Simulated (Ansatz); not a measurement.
# Work function of Cu(110): what the settings cost and change

Aim: the work function of Cu(110) against thickness and vacuum, with the cost.

Program: Ansatz 0.2.0. Level of theory: plane-wave DFT, PBE, Ansatz PAW. Values are calculated unless marked as measured.

**Measured values to reproduce.**

For Cu (clean (110) face, a compiled value), “Anisotropic work function of elemental crystals” (2019, arxiv:1902.07811) quotes earlier work: work function (clean (110) face, a compiled value) 4.56 eV.

**1. The system as given**

The cell holds 1 atom: 1 Cu. Cell: a = 3.610 Å, b = 2.553 Å, c = 18.000 Å, α = 90.0°, β = 90.0°, γ = 90.0°. Vacuum lies along c.

**2. Slab, setting 1 layer**

A work function rests on the faint tail of the density, so the SCF threshold is tight. The slab grows from one layer, at fixed mesh and 18 Å of vacuum; then the vacuum is varied on one slab.

Input file input.yaml:

```yaml
crystal:
  lattice:
    - [3.61, 0.0, 0.0]
    - [0.0, 2.5526554801, 0.0]
    - [0.0, 0.0, 18.0]
  atoms:
    - { symbol: Cu, position: [0.5, 0.5, 0.5] }
kpoints:
  mp_grid: { grid: [11, 16, 1] }
hamiltonian:
  xc: pbe
scf:
  occupations: { method: fermi_dirac, width: 0.1 }
  convergence: { dr2_threshold: 1.0e-09 }
efield:
  axis: 3
  dipole_correction: true
  ramp_position: 0.97
  ramp_width: 0.06
output:
  write_potential: true
  write_density: true
  volumetric_format: npy
  elf: true
```

Command:

```bash
$ ansatz run input.yaml --threads 2 --pin off --max-ram 3072MiB --backend cpu --events-out ev --progress --plain --runs-dir out
```

Log:

```text
Engine: ansatz 0.2.0, aarch64-unknown-linux-gnu
Pseudopotentials: kind: paw
Pseudopotential: Cu, paw, valence charge 19, recommended cutoff 420 eV (normal), Cu.paw.azcp
Functional definition: PBE
  parameter kappa = 0.804
  parameter beta = 0.066725
  exchange = pbe_x(kappa = kappa, mu = beta*pi^2/3)
  correlation = pbe_c(beta = beta)
Crystal: 1 atoms, lattice volume = 165.872 Å³
Basis set: ecut = 420 eV, 3265 PW (Γ)
Bands: 14, of which v1, the nominal top of the filled ones, is band 10 counted from 1 (9 counted from 0)
Symmetry: 4 space group operations
k-points: 54 of 176
Non-local potential: Cu, projectors of the file, l = 0: 3, l = 1: 2, l = 2: 3, l = 3: 1
PAW form: soft (Blöchl's): semilocal exchange-correlation on the pseudo side does not see the compensation charge
PAW one-centre angular grid: Cu, 590 points (default); XC on 64 Gauss nodes
Initial density: superposition of atomic densities (neutral atoms: chi_scale 0, normalization atom), corrected by the library's trained network
Initial wavefunctions: pseudopotential atomic-orbital guess
Functional: x = pbe(κ = 0.804, μ = 0.219515), c = pbe(β = 0.066725)
SCF iter   1: F=—  HF=-6623.256393 eV  |F-HF|=—  |Δ(HF+E_count)|=         —  Δρ=8.69e-4  dr2=2.00e-3  ethr=1.77e-3  p=-0.000 e·Å  D=-3.07e-15 V/Å  ΔV_dip=0.00 eV  dr2_dipole=4.80e-14  V_vac-E_F(+/−)=5.22/5.22 eV  ⟨swp⟩=5.8  Hψ=4377  notcnv=0
efield: sawtooth ramp at fractional position 0.9700 (set: `efield.ramp_position`, or a place that a band, a saddle search or an elastic batch's reference lends), width 0.0600; the density the first Hamiltonian is built on has a dipole p = -0.000 e·Å; the dipole correction subtracts the counter field D = -3.07e-15 V/Å, which shifts the + side's vacuum level by +0.00 eV against the − side's; the planar-averaged density in the ramp window peaks in size at 5.8e-6 e/Å³
preconditioner: auto → LDOS  [metal: Δε(μ)=0.127 eV  Ē_g=6.961 eV  σ=0.100 eV  W_gap=0.28  n_scr=20 (ndim 8)  ℏωp=9.6 eV  f_vac=0.783  D(μ)=0.68/eV (n_scr^D=4)  β→1.0]
SCF iter   2: F=—  HF=-6623.256176 eV  |F-HF|=—  |Δ(HF+E_count)|=   2.17e-4  Δρ=1.45e-3  dr2=1.95e-3  ethr=1.05e-5  p=0.000 e·Å  D=8.76e-8 V/Å  ΔV_dip=-0.00 eV  dr2_dipole=1.82e-13  V_vac-E_F(+/−)=5.07/5.07 eV  ⟨swp⟩=2.0  Hψ=1697  notcnv=0  defer=4
SCF iter   3: F=—  HF=-6623.256438 eV  |F-HF|=—  |Δ(HF+E_count)|=   2.62e-4  Δρ=1.62e-3  dr2=2.51e-3  ethr=1.02e-5  p=-0.000 e·Å  D=-3.79e-8 V/Å  ΔV_dip=0.00 eV  dr2_dipole=4.44e-16  V_vac-E_F(+/−)=5.11/5.11 eV  ⟨swp⟩=2.4  Hψ=1356  notcnv=0  defer=5
SCF iter   4: F=—  HF=-6623.255971 eV  |F-HF|=—  |Δ(HF+E_count)|=   4.68e-4  Δρ=2.67e-4  dr2=7.33e-5  ethr=1.02e-5  p=-0.000 e·Å  D=-5.25e-8 V/Å  ΔV_dip=0.00 eV  dr2_dipole=1.14e-14  V_vac-E_F(+/−)=5.09/5.09 eV  ⟨swp⟩=2.1  Hψ=1127  notcnv=0  defer=5
SCF iter   5: F=—  HF=-6623.255965 eV  |F-HF|=—  |Δ(HF+E_count)|=   5.93e-6  Δρ=3.15e-5  dr2=9.16e-7  ethr=3.86e-7  p=0.000 e·Å  D=3.55e-8 V/Å  ΔV_dip=-0.00 eV  dr2_dipole=2.10e-14  V_vac-E_F(+/−)=5.08/5.08 eV  ⟨swp⟩=2.1  Hψ=1016  notcnv=0  defer=5
SCF iter   6: F=—  HF=-6623.255961 eV  |F-HF|=—  |Δ(HF+E_count)|=   3.57e-6  Δρ=2.34e-6  dr2=7.63e-9  ethr=4.82e-9  p=-0.000 e·Å  D=-6.26e-8 V/Å  ΔV_dip=0.00 eV  dr2_dipole=4.79e-14  V_vac-E_F(+/−)=5.08/5.08 eV  ⟨swp⟩=2.0  Hψ=1046  notcnv=0  defer=5
SCF iter   7: F=-6623.255961 eV  HF=-6623.255961 eV  |F-HF|=3.36e-9  |Δ(HF+E_count)|=   2.39e-8  Δρ=3.81e-7  dr2=2.26e-10  ethr=5.26e-12  p=0.000 e·Å  D=3.81e-8 V/Å  ΔV_dip=-0.00 eV  dr2_dipole=2.30e-14  V_vac-E_F(+/−)=5.08/5.08 eV  ⟨swp⟩=5.3  Hψ=2555  notcnv=0
SCF 1 converged in 7 iterations: F = -6623.255961 eV  dr2 = 2.26e-10
  greatest PAW one-centre occupation: 1.000 electrons in one spin orbital (limit 2), on the Cu atom at site 0 (counted from 0), in its partial waves of l = 0
WARN: The output density's exchange-correlation potential varies sharply where the density is thin. Do not read a vacuum level from v_tot or v_xc, or from such a field of the output density. On a cell that repeats whose density bears no net charge and no dipole along the vacuum's axis use v_es (v_loc + v_h of the components); under efield.dipole_correction with no amplitude use v_es + v_field, which holds any externa [...]
SCF converged after 7 iterations
Free energy (F): -6623.255961 eV
Harris-Foulkes:  -6623.255961 eV  (|F-HF|=3.36e-9)
Internal energy: -6623.228756 eV  (E = F + TS)
E sigma→0 (E₀):  -6623.242359 eV
Entropy (-TS):   -0.027205 eV (-27.205 meV/atom)
Fermi energy:    -3.513960 eV
Dipole field:    D = -0.000000 V/Å  (p = -0.000000 e·Å, saw-weighted, corrected)
Work function:   Φ+ = 5.0838 eV   Φ− = 5.0838 eV
Levels:          The Fermi level and band energies are counted from a zero that moves with the ramp; work functions are not
--- Per-component energies (eV) ---
  E_band       = -707.677675
  E_kinetic    = 298.765134
  E_local      = -14392.128440  (includes V_loc(G=0)·N_el)
  E_nonlocal   = 402.982543
  E_hartree    = 6783.318851
  E_xc         = -85.116012
  E_vxc        = -109.408201  (∫ρ·V_xc dr)
  E_paw        = -1675.077483  (= ΣΔE_a)
  E_vpaw       = -474.526158  (= ΣTr[D̂ρ^β])
  E_aug_tail   = 0.000284  (compensation charges beyond the density's cutoff)
  E_efield     = 0.000000  (sawtooth field / dipole correction)
  E_vefield    = 0.000000  (∫n·V_field dr)
  E_ewald      = 2044.026365
  E_smearing   = -0.027205  (= −TS)
  E_closure    = 0.000000  (closes the sum)
  Σ components = -6623.255961   (vs F -6623.255961, Δ=0.00e0)
--- Band table (eV; the first three rows and the last of 54) ---
  k-point 0: bands = [... 6 lower, -4.4316, -4.3166, -3.9607, -3.9205, -1.2527, 1.2601, 1.9585, 2.1000]
  k-point 1: bands = [... 6 lower, -4.4194, -4.3104, -4.0004, -3.9774, -1.1316, 1.3485, 2.0513, 2.1885]
  k-point 2: bands = [... 6 lower, -4.3833, -4.2928, -4.1244, -4.1103, -0.7876, 1.6140, 2.3290, 2.4543]
  k-point 53: bands = [... 6 lower, -4.2460, -4.1403, -3.8713, 0.6626, 2.4828, 3.5917, 5.9431, 5.9517]
```

Elapsed: 23 s, on 2 threads of Arm Neoverse N1, shared host; peak memory 0.47 GiB; 36 s of CPU time.

Reading the cycles: dr2 is the Hartree energy of the density residual (eV), the measure of convergence; HF is the Harris–Foulkes estimate of the energy, which meets the free energy F at convergence.

This step gave:

```
energy at zero smearing   : -6623.2424 eV
work function, upper face : 5.084 eV
```

Running mean over 1.276 Å of the planar mean; the ramp of the sawtooth is left out. Table of electron's electrostatic potential energy less the Fermi level by z:

```tsv
z (Å)	electron's electrostatic potential energy less the Fermi level (eV)
3.0	5.08
3.5	5.08
4.0	5.08
4.5	5.08
5.0	5.08
5.5	5.08
6.0	5.07
6.5	5.02
7.0	4.86
7.5	4.25
8.0	1.68
8.5	-2.99
9.0	-5.68
9.5	-2.99
10.0	1.68
10.5	4.25
11.0	4.86
11.5	5.02
12.0	5.07
12.5	5.08
13.0	5.08
13.5	5.08
14.0	5.08
14.5	5.08
15.0	5.08
```

ELF in the ca plane at fractional y = 0.500, with atoms of Cu within 0.2 Å of it. It is the smooth field of the valence electrons, not physical close to the nuclei.

Ten even steps from '0' (0.00) to '9' (0.77), each cell a mean:
```
00000000000000000001111111000000000000000000
00000000000000000011211121100000000000000000
00000000000000000112233222110000000000000000
00000000000000000122279422110000000000000000
00000000000000000122257322110000000000000000
00000000000000000112222222100000000000000000
00000000000000000011111111000000000000000000
00000000000000000001111110000000000000000000
```
Columns run along c (18.0 Å), rows up along a (3.6 Å). Atoms in or near the plane, at fractional coordinates: Cu at (0.50, 0.50).

Electrostatic potential energy in the ca plane at fractional y = 0.500, with atoms of Cu within 0.2 Å of it. With pseudopotentials it is smooth inside the atoms' cores, unlike the true potential.

Values in eV, 5 rows by 16 columns, each cell a mean:
```
  2   2   2   2   2   2   1   0  -1   1   2   2   2   2   2   2
  2   2   2   2   2   2   1 -11 -14   0   2   2   2   2   2   2
  2   2   2   2   2   2   1 -17 -20   0   1   2   2   2   2   2
  2   2   2   2   2   2   1  -8 -10   1   2   2   2   2   2   2
  2   2   2   2   2   2   1   0   0   1   2   2   2   2   2   2
```
Columns run along c (18.0 Å; values clipped at the 3rd and 97th percentile), rows up along a (3.6 Å). Atoms in or near the plane, at fractional coordinates: Cu at (0.50, 0.50).

Valence density in the ca plane at fractional y = 0.500, with atoms of Cu within 0.2 Å of it. It is the smooth field of the valence electrons, not physical close to the nuclei.

Values in e/Å³, 5 rows by 16 columns, each cell a mean:
```
 0  0  0  0  0  0  0  0  0  0  0  0  0  0  0  0
 0  0  0  0  0  0  0  2  3  0  0  0  0  0  0  0
 0  0  0  0  0  0  0  8 15  0  0  0  0  0  0  0
 0  0  0  0  0  0  0  1  1  0  0  0  0  0  0  0
 0  0  0  0  0  0  0  0  0  0  0  0  0  0  0  0
```
Columns run along c (18.0 Å), rows up along a (3.6 Å). Atoms in or near the plane, at fractional coordinates: Cu at (0.50, 0.50).

The work function is 5.084 eV.

**3. Slab, 2 atoms**

System of this step: Cu(110). The cell holds 2 atoms: 2 Cu. Its edges and angles: a = 3.610 Å, b = 2.553 Å, c = 19.276 Å, α = 90.0°, β = 90.0°, γ = 90.0°. Vacuum lies along c.

input.yaml, the sections that differ from step 2:

```yaml
crystal:
  lattice:
    - [3.61, 0.0, 0.0]
    - [0.0, 2.5526554801, 0.0]
    - [0.0, 0.0, 19.27632774]
  atoms:
    - { symbol: Cu, position: [0.5, 0.5, 0.4668939085] }
    - { symbol: Cu, position: [0.0, 0.0, 0.5331060915] }
output:
  write_potential: true
  write_density: true
  volumetric_format: npy
# kpoints, hamiltonian, scf, efield: as in step 2
```

Log:

```text
[...]
Crystal: 2 atoms, lattice volume = 177.633 Å³
Basis set: ecut = 420 eV, 3481 PW (Γ)
Bands: 23, of which v1, the nominal top of the filled ones, is band 19 counted from 1 (18 counted from 0)
Symmetry: 4 space group operations
k-points: 54 of 176
[...]
k-point 0: bands = [... 15 lower, -3.2154, -3.1809, -2.9333, -2.7028, -2.1591, 1.2978, 2.7746, 2.9168]
  k-point 1: bands = [... 15 lower, -3.2288, -3.1579, -2.9186, -2.7357, -2.0381, 1.3961, 2.8637, 3.0085]
  k-point 2: bands = [... 15 lower, -3.3331, -3.0502, -2.8972, -2.8151, -1.7192, 1.6859, 3.1306, 3.2829]
  k-point 53: bands = [... 15 lower, -3.2984, -2.7307, -2.7307, 0.7968, 0.7968, 3.9681, 3.9682, 6.4152]
[key lines of the parts left out:]
SCF converged after 9 iterations
Free energy (F): -13248.539171 eV
Fermi energy:    -1.556213 eV
Dipole field:    D = 0.000010 V/Å  (p = 0.000010 e·Å, saw-weighted, corrected)
Work function:   Φ+ = 4.4019 eV   Φ− = 4.4021 eV
```

Wall time 38 s (2 threads); peak memory 0.49 GiB.

The work function is 4.402 eV, -0.682 eV from the run “1 layer”, at 1.7 times its CPU time.

**4. Run, 3 atoms**

System of this step: Cu(110). The cell holds 3 atoms: 3 Cu. Its edges and angles: a = 3.610 Å, b = 2.553 Å, c = 20.553 Å, α = 90.0°, β = 90.0°, γ = 90.0°. Vacuum lies along c.

input.yaml, the sections that differ from step 3:

```yaml
crystal:
  lattice:
    - [3.61, 0.0, 0.0]
    - [0.0, 2.5526554801, 0.0]
    - [0.0, 0.0, 20.5526554801]
  atoms:
    - { symbol: Cu, position: [0.0, 0.0, 0.4378996188] }
    - { symbol: Cu, position: [0.5, 0.5, 0.5] }
    - { symbol: Cu, position: [0.0, 0.0, 0.5621003812] }
# kpoints, hamiltonian, scf, efield, output: as in step 3
```

Log:

```text
[...]
Crystal: 3 atoms, lattice volume = 189.394 Å³
Basis set: ecut = 420 eV, 3717 PW (Γ)
Bands: 35, of which v1, the nominal top of the filled ones, is band 29 counted from 1 (28 counted from 0)
Symmetry: 4 space group operations
k-points: 54 of 176
[...]
k-point 1: bands = [... 25 lower, -1.9130, -1.8918, -1.7308, -1.7165, 0.5767, 3.3533, 3.6238, 3.9784, ... 2 higher]
  k-point 2: bands = [... 25 lower, -1.9894, -1.8234, -1.8186, -1.6305, 0.8823, 3.6209, 4.0884, 4.2489, ... 2 higher]
  k-point 53: bands = [... 25 lower, -1.6841, -1.6498, 0.6977, 1.1042, 4.1394, 4.2794, 4.8594, 5.5701, ... 2 higher]
[key lines of the parts left out:]
SCF converged after 11 iterations
Free energy (F): -19873.718736 eV
Fermi energy:    -0.426232 eV
Dipole field:    D = 0.000000 V/Å  (p = 0.000000 e·Å, saw-weighted, corrected)
Work function:   Φ+ = 4.4147 eV   Φ− = 4.4148 eV
```

Wall time 65 s (2 threads); peak memory 0.6 GiB; 1.8 min of CPU time.

The work function is 4.415 eV, +0.013 eV from the run “2 layers”, at 1.8 times its CPU time.

**5. Slab, 4 atoms**

System of this step: Cu(110). The cell holds 4 atoms: 4 Cu. Its edges and angles: a = 3.610 Å, b = 2.553 Å, c = 21.829 Å, α = 90.0°, β = 90.0°, γ = 90.0°. Vacuum lies along c.

input.yaml, the sections that differ from step 4:

```yaml
crystal:
  lattice:
    - [3.61, 0.0, 0.0]
    - [0.0, 2.5526554801, 0.0]
    - [0.0, 0.0, 21.8289832201]
  atoms:
    - { symbol: Cu, position: [0.5, 0.5, 0.412295887] }
    - { symbol: Cu, position: [0.0, 0.0, 0.4707652957] }
    - { symbol: Cu, position: [0.5, 0.5, 0.5292347043] }
    - { symbol: Cu, position: [0.0, 0.0, 0.587704113] }
# kpoints, hamiltonian, scf, efield, output: as in step 4
```

Log:

```text
[...]
Crystal: 4 atoms, lattice volume = 201.156 Å³
Basis set: ecut = 420 eV, 3941 PW (Γ)
Bands: 46, of which v1, the nominal top of the filled ones, is band 38 counted from 1 (37 counted from 0)
Symmetry: 4 space group operations
k-points: 54 of 176
[...]
k-point 1: bands = [... 34 lower, -1.0095, -0.9579, -0.8865, -0.8099, 0.0970, 2.7265, 3.9076, 4.6782, ... 4 higher]
  k-point 2: bands = [... 34 lower, -1.0280, -0.9489, -0.9151, -0.8188, 0.3340, 3.0144, 4.4029, 4.9427, ... 4 higher]
  k-point 53: bands = [... 34 lower, -0.7721, -0.7721, 1.2760, 1.2760, 4.3691, 4.3691, 4.9864, 4.9864, ... 4 higher]
[key lines of the parts left out:]
SCF converged after 12 iterations
Free energy (F): -26498.850314 eV
Fermi energy:    0.606823 eV
Dipole field:    D = 0.000001 V/Å  (p = 0.000001 e·Å, saw-weighted, corrected)
Work function:   Φ+ = 4.4144 eV   Φ− = 4.4144 eV
```

Elapsed: 83 s, on 2 threads; peak memory 0.72 GiB; 2.4 min of CPU time.

The work function is 4.414 eV, -0.000 eV from the run “3 layers”, at 1.3 times its CPU time.

**6. Slab, 5 atoms**

System of this step: Cu(110). The cell holds 5 atoms: 5 Cu. Cell: a = 3.610 Å, b = 2.553 Å, c = 23.105 Å, α = 90.0°, β = 90.0°, γ = 90.0°. Vacuum lies along c.

input.yaml, the sections that differ from step 5:

```yaml
crystal:
  lattice:
    - [3.61, 0.0, 0.0]
    - [0.0, 2.5526554801, 0.0]
    - [0.0, 0.0, 23.1053109602]
  atoms:
    - { symbol: Cu, position: [0.0, 0.0, 0.3895208342] }
    - { symbol: Cu, position: [0.5, 0.5, 0.4447604171] }
    - { symbol: Cu, position: [0.0, 0.0, 0.5] }
    - { symbol: Cu, position: [0.5, 0.5, 0.5552395829] }
    - { symbol: Cu, position: [0.0, 0.0, 0.6104791658] }
# kpoints, hamiltonian, scf, efield, output: as in step 5
```

Log:

```text
[...]
Crystal: 5 atoms, lattice volume = 212.917 Å³
Basis set: ecut = 420 eV, 4169 PW (Γ)
Bands: 57, of which v1, the nominal top of the filled ones, is band 48 counted from 1 (47 counted from 0)
Symmetry: 4 space group operations
k-points: 54 of 176
[...]
k-point 0: bands = [... 44 lower, 0.0366, 0.0891, 0.1846, 0.3177, 2.0534, 4.2626, 4.4670, 5.7989, ... 5 higher]
  k-point 1: bands = [... 44 lower, 0.0150, 0.1239, 0.1254, 0.3637, 2.1467, 4.4499, 4.5602, 5.8876, ... 5 higher]
  k-point 2: bands = [... 44 lower, -0.0292, 0.0153, 0.1622, 0.4848, 2.4170, 4.8338, 4.9693, 6.1527, ... 5 higher]
  k-point 53: bands = [... 44 lower, 0.2386, 1.7869, 1.9805, 4.1601, 4.5843, 5.6833, 5.7410, 6.4730, ... 5 higher]
[key lines of the parts left out:]
SCF converged after 11 iterations
Free energy (F): -33124.058868 eV
Fermi energy:    1.548286 eV
Dipole field:    D = -0.000000 V/Å  (p = -0.000000 e·Å, saw-weighted, corrected)
Work function:   Φ+ = 4.3387 eV   Φ− = 4.3387 eV
```

Run time: 1.8 min. Hardware: 2 threads; peak memory 0.86 GiB.

The work function is 4.339 eV, -0.076 eV from the run “4 layers”, at 1.2 times its CPU time.

**7. Run, 6 atoms**

System of this step: Cu(110). The cell holds 6 atoms: 6 Cu. Cell: a = 3.610 Å, b = 2.553 Å, c = 24.382 Å, α = 90.0°, β = 90.0°, γ = 90.0°. Vacuum lies along c.

input.yaml, the sections that differ from step 6:

```yaml
crystal:
  lattice:
    - [3.61, 0.0, 0.0]
    - [0.0, 2.5526554801, 0.0]
    - [0.0, 0.0, 24.3816387002]
  atoms:
    - { symbol: Cu, position: [0.5, 0.5, 0.3691302341] }
    - { symbol: Cu, position: [0.0, 0.0, 0.4214781404] }
    - { symbol: Cu, position: [0.5, 0.5, 0.4738260468] }
    - { symbol: Cu, position: [0.0, 0.0, 0.5261739532] }
    - { symbol: Cu, position: [0.5, 0.5, 0.5785218596] }
    - { symbol: Cu, position: [0.0, 0.0, 0.6308697659] }
# kpoints, hamiltonian, scf, efield, output: as in step 6
```

Log:

```text
[...]
Crystal: 6 atoms, lattice volume = 224.679 Å³
Basis set: ecut = 420 eV, 4417 PW (Γ)
Bands: 69, of which v1, the nominal top of the filled ones, is band 57 counted from 1 (56 counted from 0)
Symmetry: 4 space group operations
k-points: 54 of 176
[...]
k-point 0: bands = [... 53 lower, 0.7784, 0.7918, 0.8838, 0.9387, 1.8018, 3.8045, 4.7458, 5.8806, ... 8 higher]
  k-point 1: bands = [... 53 lower, 0.7176, 0.8428, 0.8741, 0.9074, 1.8705, 3.8984, 4.9424, 5.9702, ... 8 higher]
  k-point 2: bands = [... 53 lower, 0.6874, 0.7704, 0.9020, 0.9282, 2.0725, 4.1716, 5.4820, 6.2348, ... 8 higher]
  k-point 53: bands = [... 53 lower, 0.9639, 2.4033, 2.4033, 4.4375, 4.4375, 6.3645, 6.3645, 6.7144, ... 8 higher]
[key lines of the parts left out:]
SCF converged after 13 iterations
Free energy (F): -39749.208100 eV
Fermi energy:    2.291761 eV
Dipole field:    D = -0.000001 V/Å  (p = -0.000001 e·Å, saw-weighted, corrected)
Work function:   Φ+ = 4.4221 eV   Φ− = 4.4221 eV
```

Wall time 2.5 min (2 threads); peak memory 1 GiB; 4.5 min of CPU time.

The work function is 4.422 eV, +0.083 eV from the run “5 layers”, at 1.5 times its CPU time.

**8. Run, 8 atoms**

System of this step: Cu(110). The cell holds 8 atoms: 8 Cu. Cell: a = 3.610 Å, b = 2.553 Å, c = 26.934 Å, α = 90.0°, β = 90.0°, γ = 90.0°. Vacuum lies along c.

input.yaml, the sections that differ from step 7:

```yaml
crystal:
  lattice:
    - [3.61, 0.0, 0.0]
    - [0.0, 2.5526554801, 0.0]
    - [0.0, 0.0, 26.9342941803]
  atoms:
    - { symbol: Cu, position: [0.5, 0.5, 0.3341464952] }
    - { symbol: Cu, position: [0.0, 0.0, 0.3815332108] }
    - { symbol: Cu, position: [0.5, 0.5, 0.4289199265] }
    - { symbol: Cu, position: [0.0, 0.0, 0.4763066422] }
    - { symbol: Cu, position: [0.5, 0.5, 0.5236933578] }
    - { symbol: Cu, position: [0.0, 0.0, 0.5710800735] }
    - { symbol: Cu, position: [0.5, 0.5, 0.6184667892] }
    - { symbol: Cu, position: [0.0, 0.0, 0.6658535048] }
# kpoints, hamiltonian, scf, efield, output: as in step 7
```

Log:

```text
[...]
Crystal: 8 atoms, lattice volume = 248.202 Å³
Basis set: ecut = 420 eV, 4867 PW (Γ)
Bands: 92, of which v1, the nominal top of the filled ones, is band 76 counted from 1 (75 counted from 0)
Symmetry: 4 space group operations
k-points: 54 of 176
[...]
k-point 0: bands = [... 72 lower, 2.1505, 2.2901, 2.3093, 2.3103, 3.2246, 4.8254, 5.7862, 6.6843, ... 12 higher]
  k-point 1: bands = [... 72 lower, 2.1329, 2.2388, 2.2983, 2.3423, 3.2857, 4.9133, 5.9973, 6.7753, ... 12 higher]
  k-point 2: bands = [... 72 lower, 2.1058, 2.2159, 2.2927, 2.4107, 3.4667, 5.1692, 6.5670, 7.0415, ... 12 higher]
  k-point 53: bands = [... 72 lower, 3.4803, 3.4803, 4.9403, 4.9403, 6.6943, 6.6943, 7.6541, 7.6541, ... 12 higher]
[key lines of the parts left out:]
SCF converged after 12 iterations
Free energy (F): -52999.575375 eV
Fermi energy:    3.665324 eV
Dipole field:    D = -0.000001 V/Å  (p = -0.000001 e·Å, saw-weighted, corrected)
Work function:   Φ+ = 4.4252 eV   Φ− = 4.4252 eV
```

It took 3.9 min on 2 threads; peak memory 1.4 GiB.

The work function is 4.425 eV, +0.003 eV from the run “6 layers”, at 1.6 times its CPU time.

[end of part 1 of 2]

[Long decimals in the printed logs are rounded to 6 places.]

[Logs are printed without paths, hosts, clocks, repeated set-up lines and the standing remarks that a program may print on its own settings, such as how far it seeks lower states.]

[Hosts, paths, dates, database ids (printed as entryN), source tags and the programs' standing remarks are cut or masked in the printed files.]

[Maps of the electrostatic potential energy from Ansatz leave out the sawtooth potential of an applied field or a dipole correction, so their vacuum need not be flat; planar profiles and work functions include it.]
